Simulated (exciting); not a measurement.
Two BSE runs for the Lu L₃ edge of RbLuSe2, space group R-3m. Run A: exciting, all-electron LAPW+lo, LDA, exchange and screened direct term (singlet BSE), 3×3×3 shifted k points, 49 conduction bands, |G+q| up to 3 bohr⁻¹ (2 in the exchange term), full RPA screening with nempty = 82, Lorentzian half width 2.34 eV. Run B has a fault in its input.

Energy from the Kohn–Sham onset, core level to the lowest empty state found on the meshes used; one zero for both, scaled to A's maximum:

```tsv
E (eV)	A	B
-11.5	0.06	0.01
-11.0	0.06	0.01
-10.5	0.07	0.01
-10.0	0.07	0.01
-9.5	0.08	0.01
-9.0	0.09	0.01
-8.5	0.10	0.02
-8.0	0.11	0.02
-7.5	0.12	0.02
-7.0	0.14	0.02
-6.5	0.16	0.03
-6.0	0.19	0.03
-5.5	0.22	0.04
-5.0	0.25	0.04
-4.5	0.30	0.05
-4.0	0.37	0.06
-3.5	0.44	0.07
-3.0	0.54	0.09
-2.5	0.65	0.11
-2.0	0.77	0.14
-1.5	0.88	0.16
-1.0	0.95	0.18
-0.5	0.99	0.19
0.0	1.00	0.19
0.5	0.98	0.17
1.0	0.92	0.15
1.5	0.85	0.13
2.0	0.76	0.11
2.5	0.68	0.09
3.0	0.60	0.07
3.5	0.54	0.06
4.0	0.49	0.05
4.5	0.45	0.04
5.0	0.42	0.04
5.5	0.40	0.03
6.0	0.39	0.03
6.5	0.38	0.02
7.0	0.37	0.02
7.5	0.36	0.02
8.0	0.36	0.02
8.5	0.35	0.01
9.0	0.34	0.01
9.5	0.33	0.01
10.0	0.32	0.01
10.5	0.31	0.01
11.0	0.30	0.01
11.5	0.30	0.01
12.0	0.29	0.01
12.5	0.29	0.01
13.0	0.28	0.01
13.5	0.28	0.01
14.0	0.28	0.01
14.5	0.28	0.01
15.0	0.28	0.00
15.5	0.27	0.00
16.0	0.26	0.00
16.5	0.26	0.00
17.0	0.25	0.00
17.5	0.24	0.00
18.0	0.24	0.00
18.5	0.23	0.00
19.0	0.23	0.00
19.5	0.22	0.00
20.0	0.22	0.00
20.5	0.21	0.00
21.0	0.21	0.00
```

**Question.** What most likely went wrong in run B?

Far too few conduction bands in the BSE (conduction bands from 49 to 2). Against run A the r.m.s. difference is 86 %. The highest maximum lies at -0.4 eV (0.19), against -0.1 eV (1.00). The first bright state moves from -1.36 to -0.93 eV. Transitions to the missing bands are absent and can't mix into the lines that are left. Other settings could leave a like mark; this is the change that was made.

[Banner, clock and machine lines of the logs are left out without a mark of their own.]

[Logs are printed without paths, hosts, clocks, repeated set-up lines and the standing remarks that a program may print on its own settings, such as how far it seeks lower states.]

[Hosts, paths, dates, database ids (printed as entryN), source tags and the programs' standing remarks are cut or masked in the printed files.]
